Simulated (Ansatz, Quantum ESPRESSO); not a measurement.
# Screening and band shifts of 1T-HfO2, 1 layer, part 4 of 5

How does 1T-HfO2, 1 layer respond to a gate-like field without added charge?

Quantum ESPRESSO 7.5; plane-wave DFT, PBEsol, GBRV ultrasoft pseudopotentials; geometry and cross-check by Ansatz 0.2.0 with PAW datasets.

So far. Step 6 (Self-consistent run: field 0.1 V/Å): The dipole goes from -0.0000 to 0.0149 e Å, 0.1495 e Å per V/Å. Step 7 (Potential by pp.x): The slope in the vacuum is 0.100 eV/Å for an applied 0.10 V/Å, as it should be.

**8. SCF with pw.x: field 0.2 V/Å**

f2.in

```
&control
  prefix = 'f2'
  outdir = './out'
  pseudo_dir = './pseudo'
  calculation = 'scf'
  tprnfor = .true.
  tefield = .true.
  dipfield = .true.
/
&system
  ibrav = 0
  nat = 3
  ntyp = 2
  ecutwfc = 40
  ecutrho = 200
  occupations = 'smearing'
  smearing = 'fd'
  degauss = 0.004
  edir = 3
  emaxpos = 0.97
  eopreg = 0.04
  eamp = 0.00388938
/
&electrons
  conv_thr = 1e-09
  mixing_beta = 0.4
  electron_maxstep = 120
  mixing_mode = 'plain'
  startingpot = 'file'
/
ATOMIC_SPECIES
  O   15.9990  o_pbesol_v1.2.uspp.F.UPF
  Hf  178.4900  hf_pbesol_v1.uspp.F.UPF
CELL_PARAMETERS angstrom
  3.25150210340337 0.00000000000000 0.00000000000000
  -1.62575105170168 2.81588342200585 0.00000000000000
  0.00000000000000 0.00000000000000 19.51859087590000
ATOMIC_POSITIONS crystal
  O   0.666666666667 0.333333333333 0.450298503764
  Hf  -0.000000000000 0.000000000000 0.499999991745
  O   0.333333333333 0.666666666667 0.549701504491
K_POINTS automatic
  12 12 1 0 0 0
```

Launch:

```bash
cp -r out/f0.save out/f2.save
OMP_NUM_THREADS=1 mpirun -n 4 pw.x -nk 4 -in f2.in > f2.out
```

Log:

```text
[banner, memory and clock lines left out]
Program PWSCF v.7.5 starts
[...]
number of electrons       =        24.00
     number of Kohn-Sham states=           16
     kinetic-energy cutoff     =      40.0000  Ry
     charge density cutoff     =     200.0000  Ry
[...]
number of k points=    74  Fermi-Dirac smearing, width (Ry)=  0.0040
[...]
Dense  grid:    57533 G-vectors     FFT dimensions: (  27,  27, 180)
[...]
The initial density is read from file :
[...]
negative rho (up, down):  1.092E-01 0.000E+00
[...]
Starting wfcs are   21 randomized atomic wfcs
[...]
negative rho (up, down):  1.092E-01 0.000E+00
[...]
estimated scf accuracy    <       0.00301360 Ry
[...]
negative rho (up, down):  1.092E-01 0.000E+00
[...]
estimated scf accuracy    <       0.00339683 Ry
[...]
negative rho (up, down):  1.092E-01 0.000E+00
[...]
estimated scf accuracy    <       0.00002474 Ry
[...]
negative rho (up, down):  1.092E-01 0.000E+00
[...]
estimated scf accuracy    <       0.00002890 Ry
[...]
negative rho (up, down):  1.092E-01 0.000E+00
[...]
estimated scf accuracy    <       0.00000046 Ry
[...]
negative rho (up, down):  1.092E-01 0.000E+00
[...]
estimated scf accuracy    <       0.00000018 Ry
[...]
negative rho (up, down):  1.092E-01 0.000E+00
[...]
estimated scf accuracy    <       0.00000002 Ry
[...]
negative rho (up, down):  1.092E-01 0.000E+00
[...]
Computed dipole along edir(3) :
        Dipole                0.0565 Ry au,          0.1435 Debye
        Dipole field          0.0006 Ry au,
        E field amplitude [Ha a.u.]:  3.8894E-03
        Potential amp.        0.2338 Ry
        Total length         35.4094 bohr
[...]
the Fermi energy is    -2.7493 ev
!    total energy              =    -223.43406468 Ry
     estimated scf accuracy    <          3.1E-10 Ry
     smearing contrib. (-TS)   =      -0.00000000 Ry
     internal energy E=F+TS    =    -223.43406468 Ry
[...]
one-electron contribution =   -1021.63910719 Ry
     hartree contribution      =     511.60113819 Ry
     xc contribution           =     -89.74587166 Ry
     ewald contribution        =     376.35018197 Ry
     electric field correction =      -0.00040599 Ry
     convergence has been achieved in   8 iterations
     negative rho (up, down):  1.092E-01 0.000E+00
[...]
Total force =     0.026382     Total SCF correction =     0.000027
[...]
```

Run time: 45 s. Hardware: 4 MPI ranks of Arm Neoverse N1, shared host; peak memory 0.48 GiB.

This step gave:

- free energy: -3039.9753 eV
- Fermi energy: -2.749 eV
- dipole along the normal: 0.02988 e·Å
- valence top, on the run's zero: -4.391 eV
- conduction bottom, on the run's zero: 0.4232 eV

The dipole goes from -0.0000 to 0.0299 e Å, 0.1494 e Å per V/Å.

**9. Potential by pp.x**

f2.pot.in

```
&inputpp
  prefix = 'f2'
  outdir = './out'
  filplot = 'f2.pot.dat'
  plot_num = 11
/
```

Launch:

```bash
OMP_NUM_THREADS=1 mpirun -n 4 pp.x -in f2.pot.in > f2.pot.out
```

It took 1.3 s on 4 MPI ranks; peak memory 0.13 GiB.

This step gave:

| Item | Value |
| --- | --- |
| slope of the potential above | 0.2000 eV/Å |
| upper vacuum line continued to the top atoms, over the valence top | 7.852 eV |
| slope of the potential below | 0.2000 eV/Å |
| lower vacuum line continued to the bottom atoms, over the valence top | 8.055 eV |

The slope in the vacuum is 0.200 eV/Å for an applied 0.20 V/Å, as it should be.

**10. Bands along a path: field 0.2 V/Å**

f2.bands.in

```
&control
  prefix = 'f2.bands'
  outdir = './out'
  pseudo_dir = './pseudo'
  calculation = 'bands'
  tefield = .true.
  dipfield = .true.
/
&system
  ibrav = 0
  nat = 3
  ntyp = 2
  ecutwfc = 40
  ecutrho = 200
  occupations = 'smearing'
  smearing = 'fd'
  degauss = 0.004
  edir = 3
  emaxpos = 0.97
  eopreg = 0.04
  eamp = 0.00388938
  nbnd = 18
/
&electrons
  conv_thr = 1e-07
  mixing_beta = 0.4
  electron_maxstep = 120
  mixing_mode = 'local-TF'
/
ATOMIC_SPECIES
  O   15.9990  o_pbesol_v1.2.uspp.F.UPF
  Hf  178.4900  hf_pbesol_v1.uspp.F.UPF
CELL_PARAMETERS angstrom
  3.25150210340337 0.00000000000000 0.00000000000000
  -1.62575105170168 2.81588342200585 0.00000000000000
  0.00000000000000 0.00000000000000 19.51859087590000
ATOMIC_POSITIONS crystal
  O   0.666666666667 0.333333333333 0.450298503764
  Hf  -0.000000000000 0.000000000000 0.499999991745
  O   0.333333333333 0.666666666667 0.549701504491
K_POINTS crystal_b
4
  0.0000000000 0.0000000000 0.0000000000 14
  0.5000000000 0.0000000000 0.0000000000 14
  0.3333333333 0.3333333333 0.0000000000 14
  0.0000000000 0.0000000000 0.0000000000 1
```

Launch:

```bash
cp -r out/f2.save out/f2.bands.save
cp out/f2.xml out/f2.bands.xml
OMP_NUM_THREADS=1 mpirun -n 4 pw.x -nk 4 -in f2.bands.in > f2.bands.out
```

Log:

```text
[banner, memory and clock lines left out]
Program PWSCF v.7.5 starts
[citation notice left out]

[...]
bravais-lattice index     =            0
     lattice parameter (alat)  =       6.1444  a.u.
     unit-cell volume          =    1205.9902 (a.u.)^3
     number of atoms/cell      =            3
     number of atomic types    =            2
     number of electrons       =        24.00
     number of Kohn-Sham states=           18
     kinetic-energy cutoff     =      40.0000  Ry
     charge density cutoff     =     200.0000  Ry
     Exchange-correlation= SLA  PW   PSX  PSC
                           (   1   4  10   8   0   0   0)

[...]
PseudoPot. # 1 for O  read from file:
     ./pseudo/o_pbesol_v1.2.uspp.F.UPF
     Pseudo is Ultrasoft + core correction, Zval =  6.0
     Generated by new atomic code, or converted to UPF format
     Using radial grid of  737 points,  5 beta functions with:
                l(1) =   0
                l(2) =   0
                l(3) =   1
                l(4) =   1
                l(5) =   2
     Q(r) pseudized with  8 coefficients,  rinner =    0.900   0.900   0.900
                                                       0.900   0.900

     PseudoPot. # 2 for Hf read from file:
     ./pseudo/hf_pbesol_v1.uspp.F.UPF
     Pseudo is Ultrasoft + core correction, Zval = 12.0
     Generated by new atomic code, or converted to UPF format
     Using radial grid of  921 points,  8 beta functions with:
                l(1) =   0
                l(2) =   0
                l(3) =   0
                l(4) =   1
                l(5) =   1
                l(6) =   2
                l(7) =   2
                l(8) =   3
     Q(r) pseudized with  6 coefficients,  rinner =    1.200   1.200   1.200
                                                       1.200   1.200   1.200
                                                       1.200

     atomic species   valence    mass     pseudopotential
     O                 6.00    15.99900     O ( 1.00)
     Hf               12.00   178.49000     Hf( 1.00)

     No symmetry found

[...]
number of k points=    43  Fermi-Dirac smearing, width (Ry)=  0.0040
[...]
Dense  grid:    57533 G-vectors     FFT dimensions: (  27,  27, 180)

     Smooth grid:    41285 G-vectors     FFT dimensions: (  25,  25, 150)

     Check: negative core charge=   -0.000016

     The potential is recalculated from file :
     ./out/f2.bands.save/charge-density

     negative rho (up, down):  1.092E-01 0.000E+00

     Adding external electric field

     Computed dipole along edir(3) :
        Dipole                0.0565 Ry au,          0.1435 Debye
        Dipole field          0.0006 Ry au,

        E field amplitude [Ha a.u.]:  3.8894E-03
        Potential amp.        0.2338 Ry
        Total length         35.4094 bohr

     Starting wfcs are   21 randomized atomic wfcs

     Band Structure Calculation
     Davidson diagonalization with overlap

     ethr =  4.17E-10,  avg # of iterations = 36.9

     End of band structure calculation

          k = 0.0000 0.0000 0.0000 (  5187 PWs)   bands (ev):

   -64.4698 -33.3442 -32.8927 -32.8927 -21.3229 -19.4442  -7.9540  -7.9540
    -7.5928  -5.0188  -4.6395  -4.6395   0.7069   0.7069   1.0209   1.6395
     2.5844   3.0713

          k = 0.0357 0.0206 0.0000 (  5173 PWs)   bands (ev):

   -64.4694 -33.3421 -32.9034 -32.8946 -21.3021 -19.4573  -7.9482  -7.9380
    -7.5782  -5.0011  -4.6954  -4.6587   0.7075   0.7383   1.0614   1.6635
     2.6020   3.0823

[...]
```

Elapsed: 18 s, on 4 MPI ranks; peak memory 0.3 GiB; 72 s of CPU time.

Band numbers count within the set of bands kept for display. Electronic bands along the path, in eV, zero at the highest filled level of the SCF mesh; v1 is the highest filled band, c1 the lowest empty one:

| point | v4 | v3 | v2 | v1 | c1 | c2 | c3 | c4 |
| --- | --- | --- | --- | --- | --- | --- | --- | --- |
| Γ | -3.20 | -0.63 | -0.25 | -0.25 | 5.10 | 5.10 | 5.41 | 6.03 |
| halfway | -2.77 | -1.62 | -0.83 | -0.09 | 4.96 | 6.20 | 6.30 | 7.13 |
| M | -1.82 | -1.27 | -0.98 | -0.41 | 4.81 | 6.01 | 7.09 | 9.70 |
| halfway | -1.80 | -1.46 | -1.08 | -0.47 | 5.05 | 6.02 | 6.75 | 9.88 |
| K | -2.83 | -1.10 | -1.04 | -0.66 | 5.03 | 6.36 | 6.36 | 9.99 |
| halfway | -2.76 | -1.49 | -1.24 | 0.00 | 5.48 | 5.62 | 6.60 | 7.51 |
| Γ | -3.20 | -0.63 | -0.25 | -0.25 | 5.10 | 5.10 | 5.41 | 6.03 |

Upper empty bands that drop with the field can be states of the vacuum, held by the sawtooth; they depend on the cell's width.

Along this path the valence top lies between K and Γ and the conduction bottom at M.

**11. SCF with pw.x: field 0.4 V/Å**

f3.in, as its differences from the input of step 8:

```diff
@@ -1,3 +1,3 @@
 &control
-  prefix = 'f2'
+  prefix = 'f3'
   outdir = './out'
@@ -21,3 +21,3 @@
   eopreg = 0.04
-  eamp = 0.00388938
+  eamp = 0.00777876
 /
```

Launch:

```bash
cp -r out/f0.save out/f3.save
OMP_NUM_THREADS=1 mpirun -n 4 pw.x -nk 4 -in f3.in > f3.out
```

Log:

```text
[banner, memory and clock lines left out]
Program PWSCF v.7.5 starts
[...]
number of electrons       =        24.00
     number of Kohn-Sham states=           16
     kinetic-energy cutoff     =      40.0000  Ry
     charge density cutoff     =     200.0000  Ry
[...]
number of k points=    74  Fermi-Dirac smearing, width (Ry)=  0.0040
[...]
Dense  grid:    57533 G-vectors     FFT dimensions: (  27,  27, 180)
[...]
The initial density is read from file :
[...]
negative rho (up, down):  1.092E-01 0.000E+00
[...]
Starting wfcs are   21 randomized atomic wfcs
[...]
negative rho (up, down):  1.092E-01 0.000E+00
[...]
estimated scf accuracy    <       0.01208488 Ry
[...]
negative rho (up, down):  1.092E-01 0.000E+00
[...]
estimated scf accuracy    <       0.01330483 Ry
[...]
negative rho (up, down):  1.092E-01 0.000E+00
[...]
estimated scf accuracy    <       0.00012756 Ry
[...]
negative rho (up, down):  1.092E-01 0.000E+00
[...]
estimated scf accuracy    <       0.00013353 Ry
[...]
negative rho (up, down):  1.092E-01 0.000E+00
[...]
estimated scf accuracy    <       0.00000900 Ry
[...]
negative rho (up, down):  1.092E-01 0.000E+00
[...]
estimated scf accuracy    <       0.00000561 Ry
[...]
negative rho (up, down):  1.092E-01 0.000E+00
[...]
estimated scf accuracy    <       0.00000022 Ry
[...]
negative rho (up, down):  1.092E-01 0.000E+00
[...]
estimated scf accuracy    <          9.4E-09 Ry
[...]
negative rho (up, down):  1.092E-01 0.000E+00
[...]
estimated scf accuracy    <          4.2E-09 Ry
[...]
negative rho (up, down):  1.092E-01 0.000E+00
[...]
estimated scf accuracy    <          1.2E-09 Ry
[...]
negative rho (up, down):  1.092E-01 0.000E+00
[...]
Computed dipole along edir(3) :
        Dipole                0.1130 Ry au,          0.2872 Debye
        Dipole field          0.0012 Ry au,
        E field amplitude [Ha a.u.]:  7.7788E-03
        Potential amp.        0.4675 Ry
        Total length         35.4094 bohr
[...]
the Fermi energy is    -2.7234 ev
!    total energy              =    -223.43472372 Ry
     estimated scf accuracy    <          2.2E-12 Ry
     smearing contrib. (-TS)   =      -0.00000000 Ry
     internal energy E=F+TS    =    -223.43472372 Ry
[...]
one-electron contribution =   -1021.63279198 Ry
     hartree contribution      =     511.59512119 Ry
     xc contribution           =     -89.74561013 Ry
     ewald contribution        =     376.35018197 Ry
     electric field correction =      -0.00162477 Ry
     convergence has been achieved in  11 iterations
     negative rho (up, down):  1.092E-01 0.000E+00
[...]
Total force =     0.030269     Total SCF correction =     0.000007
[...]
```

The job ended after 58 s (4 MPI ranks; peak memory 0.77 GiB).

Numbers from this step:

- free energy: -3039.9843 eV
- Fermi energy: -2.723 eV
- dipole along the normal: 0.05979 e·Å
- valence top, on the run's zero: -4.361 eV
- conduction bottom, on the run's zero: 0.4524 eV
- gap by band count: 4.813 eV

The dipole goes from -0.0000 to 0.0598 e Å, 0.1495 e Å per V/Å.

**12. Potential by pp.x**

f3.pot.in

```
&inputpp
  prefix = 'f3'
  outdir = './out'
  filplot = 'f3.pot.dat'
  plot_num = 11
/
```

Launch:

```bash
OMP_NUM_THREADS=1 mpirun -n 4 pp.x -in f3.pot.in > f3.pot.out
```

Run time: 1.3 s. Hardware: 4 MPI ranks; peak memory 0.13 GiB; 4.8 s of CPU time.

Numbers from this step:

| Property | Result |
| --- | --- |
| slope of the potential above | 0.4000 eV/Å |
| upper vacuum line continued to the top atoms, over the valence top | 7.754 eV |
| slope of the potential below | 0.4000 eV/Å |
| lower vacuum line continued to the bottom atoms, over the valence top | 8.160 eV |

The slope in the vacuum is 0.400 eV/Å for an applied 0.40 V/Å, as it should be.

Each curve counts from the valence top of its own run.

The runs together. Table of potential energy by z:

| z (Å) | potential at 0 V/Å (eV) | potential at 0.1 V/Å (eV) | potential at 0.2 V/Å (eV) | potential at 0.4 V/Å (eV) |
| --- | --- | --- | --- | --- |
| 0 | 7.95 | 7.54 | 7.13 | 6.30 |
| 1 | 7.95 | 7.22 | 6.50 | 5.04 |
| 2 | 7.95 | 7.32 | 6.70 | 5.44 |
| 3 | 7.95 | 7.42 | 6.90 | 5.84 |
| 4 | 7.95 | 7.52 | 7.10 | 6.24 |
| 5 | 7.95 | 7.62 | 7.30 | 6.64 |
| 6 | 7.95 | 7.72 | 7.49 | 7.04 |
| 7 | 7.90 | 7.77 | 7.64 | 7.39 |
| 8 | 6.38 | 6.33 | 6.28 | 6.19 |
| 9 | -8.30 | -8.32 | -8.33 | -8.35 |
| 10 | -5.36 | -5.36 | -5.35 | -5.35 |
| 11 | -1.70 | -1.67 | -1.65 | -1.60 |
| 12 | 7.66 | 7.75 | 7.83 | 8.00 |
| 13 | 7.94 | 8.12 | 8.30 | 8.65 |
| 14 | 7.95 | 8.23 | 8.51 | 9.06 |
| 15 | 7.95 | 8.33 | 8.71 | 9.46 |
| 16 | 7.95 | 8.43 | 8.91 | 9.86 |
| 17 | 7.95 | 8.53 | 9.11 | 10.3 |
| 18 | 7.95 | 8.63 | 9.31 | 10.7 |
| 19 | 7.95 | 8.59 | 9.22 | 10.5 |

**13. Bands along a path: field 0.4 V/Å**

f3.bands.in, as its differences from the input of step 10:

```diff
@@ -1,3 +1,3 @@
 &control
-  prefix = 'f2.bands'
+  prefix = 'f3.bands'
   outdir = './out'
@@ -20,3 +20,3 @@
   eopreg = 0.04
-  eamp = 0.00388938
+  eamp = 0.00777876
   nbnd = 18
```

Launch:

```bash
cp -r out/f3.save out/f3.bands.save
cp out/f3.xml out/f3.bands.xml
OMP_NUM_THREADS=1 mpirun -n 4 pw.x -nk 4 -in f3.bands.in > f3.bands.out
```

Log:

```text
[banner, memory and clock lines left out]
Program PWSCF v.7.5 starts
[citation notice left out]

[...]
bravais-lattice index     =            0
     lattice parameter (alat)  =       6.1444  a.u.
     unit-cell volume          =    1205.9902 (a.u.)^3
     number of atoms/cell      =            3
     number of atomic types    =            2
     number of electrons       =        24.00
     number of Kohn-Sham states=           18
     kinetic-energy cutoff     =      40.0000  Ry
     charge density cutoff     =     200.0000  Ry
     Exchange-correlation= SLA  PW   PSX  PSC
                           (   1   4  10   8   0   0   0)

[...]
PseudoPot. # 1 for O  read from file:
     ./pseudo/o_pbesol_v1.2.uspp.F.UPF
     Pseudo is Ultrasoft + core correction, Zval =  6.0
     Generated by new atomic code, or converted to UPF format
     Using radial grid of  737 points,  5 beta functions with:
                l(1) =   0
                l(2) =   0
                l(3) =   1
                l(4) =   1
                l(5) =   2
     Q(r) pseudized with  8 coefficients,  rinner =    0.900   0.900   0.900
                                                       0.900   0.900

     PseudoPot. # 2 for Hf read from file:
     ./pseudo/hf_pbesol_v1.uspp.F.UPF
     Pseudo is Ultrasoft + core correction, Zval = 12.0
     Generated by new atomic code, or converted to UPF format
     Using radial grid of  921 points,  8 beta functions with:
                l(1) =   0
                l(2) =   0
                l(3) =   0
                l(4) =   1
                l(5) =   1
                l(6) =   2
                l(7) =   2
                l(8) =   3
     Q(r) pseudized with  6 coefficients,  rinner =    1.200   1.200   1.200
                                                       1.200   1.200   1.200
                                                       1.200

     atomic species   valence    mass     pseudopotential
     O                 6.00    15.99900     O ( 1.00)
     Hf               12.00   178.49000     Hf( 1.00)

     No symmetry found

[...]
number of k points=    43  Fermi-Dirac smearing, width (Ry)=  0.0040
[...]
Dense  grid:    57533 G-vectors     FFT dimensions: (  27,  27, 180)

     Smooth grid:    41285 G-vectors     FFT dimensions: (  25,  25, 150)

     Check: negative core charge=   -0.000016

     The potential is recalculated from file :
     ./out/f3.bands.save/charge-density

     negative rho (up, down):  1.092E-01 0.000E+00

     Adding external electric field

     Computed dipole along edir(3) :
        Dipole                0.1130 Ry au,          0.2872 Debye
        Dipole field          0.0012 Ry au,

        E field amplitude [Ha a.u.]:  7.7788E-03
        Potential amp.        0.4675 Ry
        Total length         35.4094 bohr

     Starting wfcs are   21 randomized atomic wfcs

     Band Structure Calculation
     Davidson diagonalization with overlap

     ethr =  4.17E-10,  avg # of iterations = 44.8

     End of band structure calculation

          k = 0.0000 0.0000 0.0000 (  5187 PWs)   bands (ev):

   -64.4400 -33.3143 -32.8629 -32.8629 -21.2952 -19.4135  -7.9253  -7.9253
    -7.5658  -4.9881  -4.6095  -4.6095   0.5939   0.7367   0.7367   1.0609
     2.0920   3.3636

          k = 0.0357 0.0206 0.0000 (  5173 PWs)   bands (ev):

   -64.4396 -33.3122 -32.8736 -32.8648 -21.2745 -19.4265  -7.9196  -7.9093
    -7.5511  -4.9704  -4.6654  -4.6287   0.6185   0.7379   0.7680   1.1003
     2.1122   3.3719

[...]
```

Elapsed: 21 s, on 4 MPI ranks; peak memory 0.3 GiB.

Band numbers count within the set of bands kept for display. The electronic bands at the labelled points (eV, zero at the highest filled level of the SCF mesh; v1 is the highest filled band, c1 the lowest empty one):

| point | v4 | v3 | v2 | v1 | c1 | c2 | c3 | c4 |
| --- | --- | --- | --- | --- | --- | --- | --- | --- |
| Γ | -3.21 | -0.63 | -0.25 | -0.25 | 4.95 | 5.10 | 5.10 | 5.42 |
| halfway | -2.77 | -1.62 | -0.83 | -0.09 | 4.96 | 6.14 | 6.20 | 6.31 |
| M | -1.83 | -1.26 | -0.98 | -0.41 | 4.81 | 6.00 | 7.09 | 9.63 |
| halfway | -1.81 | -1.46 | -1.08 | -0.47 | 5.05 | 6.02 | 6.75 | 9.86 |
| K | -2.80 | -1.14 | -1.01 | -0.66 | 5.02 | 6.36 | 6.36 | 9.99 |
| halfway | -2.76 | -1.49 | -1.23 | 0.00 | 5.48 | 5.62 | 6.53 | 6.62 |
| Γ | -3.21 | -0.63 | -0.25 | -0.25 | 4.95 | 5.10 | 5.10 | 5.42 |

Upper empty bands that drop with the field can be states of the vacuum, held by the sawtooth; they depend on the cell's width.

Along this path the valence top lies between K and Γ and the conduction bottom at M.

(Part 4 of 5 ends here.)

[Logs are printed without paths, hosts, clocks, repeated set-up lines and the standing remarks that a program may print on its own settings, such as how far it seeks lower states.]

[Hosts, paths, dates, database ids (printed as entryN), source tags and the programs' standing remarks are cut or masked in the printed files.]

[Maps of the electrostatic potential energy from Ansatz leave out the sawtooth potential of an applied field or a dipole correction, so their vacuum need not be flat; planar profiles and work functions include it.]
